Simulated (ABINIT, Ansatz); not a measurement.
Records of electronic-structure calculations.

```json
{"subject": "CdH2O2 (P-3m1): G0W0 with ABINIT, start to end", "lattice_ang": [[3.5155, 0.0, 0.0], [-1.7578, 3.0445, 0.0], [0.0, 0.0, 4.643]], "atoms": [["Cd", 0.0, 0.0, 0.0], ["H", 0.6667, 0.3333, 0.551], ["H", 0.3333, 0.6667, 0.449], ["O", 0.6667, 0.3333, 0.7594], ["O", 0.3333, 0.6667, 0.2406]], "method": "RPA screening on PBEsol, plane waves, norm-conserving pseudopotentials (and 2 further levels or steps)", "program": "ABINIT 10.8.3", "settings": "cutoff 47 Ha, PseudoDojo scalar-relativistic 0.4.1 standard, norm-conserving, ngkpt (3, 3, 2), nband 97, ecuteps 6.5 Ha, inclvkb 2, shiftk (0, 0, 0), symchi 1, awtr 1, frequency ppm, 3×3×2 k-mesh", "cost": "5 runs, 2.3 min in all on 4 MPI ranks of Arm Neoverse V2, shared host", "notes": "The program’s warnings: nkpt*nsppol () is not a multiple of nproc spkpt (). The cell and positions are those that the Materials Project relaxed with its own functionals (PBE, PBE+U or r2SCAN), kept fixed. Limits: d shell near the gap, gap tends to lie low; no spin-orbit coupling. Local fields lower the RPA ε∞ on this mesh from 4.19 to 3.90; a Γ-centred mesh this coarse tends to raise both, most where the direct gap is narrow, while a short band sum lowers them. The 3×3×2 mesh is coarse for this cell, which bears on the long-range parts of exchange and screening.", "results": {"pbesol_gap": "1.64 eV, indirect", "g0w0_gap_on_the_mesh": "3.35 eV", "g0w0_gap_over_the_zone_rigid_shift": "3.28 eV", "gw_settings": "3×3×2 mesh, 97 bands, screening to 176.9 eV, Godby-Needs plasmon pole", "known_limits": "short of the basis limit; d shell near the gap, gap tends to lie low; no spin-orbit coupling; coarse k mesh"}}
```

[Long decimals in the printed logs are rounded to 6 places.]

[Logs are printed without paths, hosts, clocks, repeated set-up lines and the standing remarks that a program may print on its own settings, such as how far it seeks lower states.]

[Paths, hosts, dates, memory and timing lines, banners, echoed tables and standing remarks are left out of the program output; an Ansatz launch command may be rebuilt from the run's recorded settings. Measured values are a selection of at most five: reports struck by readers or far from the other reports are left out. None is set beside runs whose start may be inverted or whose files or cutoffs have a known fault.]

[Runs of the session that timed out or met a known fault of the program may be left out.]

[Hosts, paths, dates, database ids (printed as entryN), source tags and the programs' standing remarks are cut or masked in the printed files.]

[G0W0 gaps are taken among the corrected bands and points alone; a level outside them can change the order at an edge.]

[Where Ansatz stands beside ABINIT at settings called matched, ABINIT's density can come from a denser mesh and the files from another edition; pairs whose starting gaps differed by over 0.03 eV were left out, so agreement reads better than it is.]
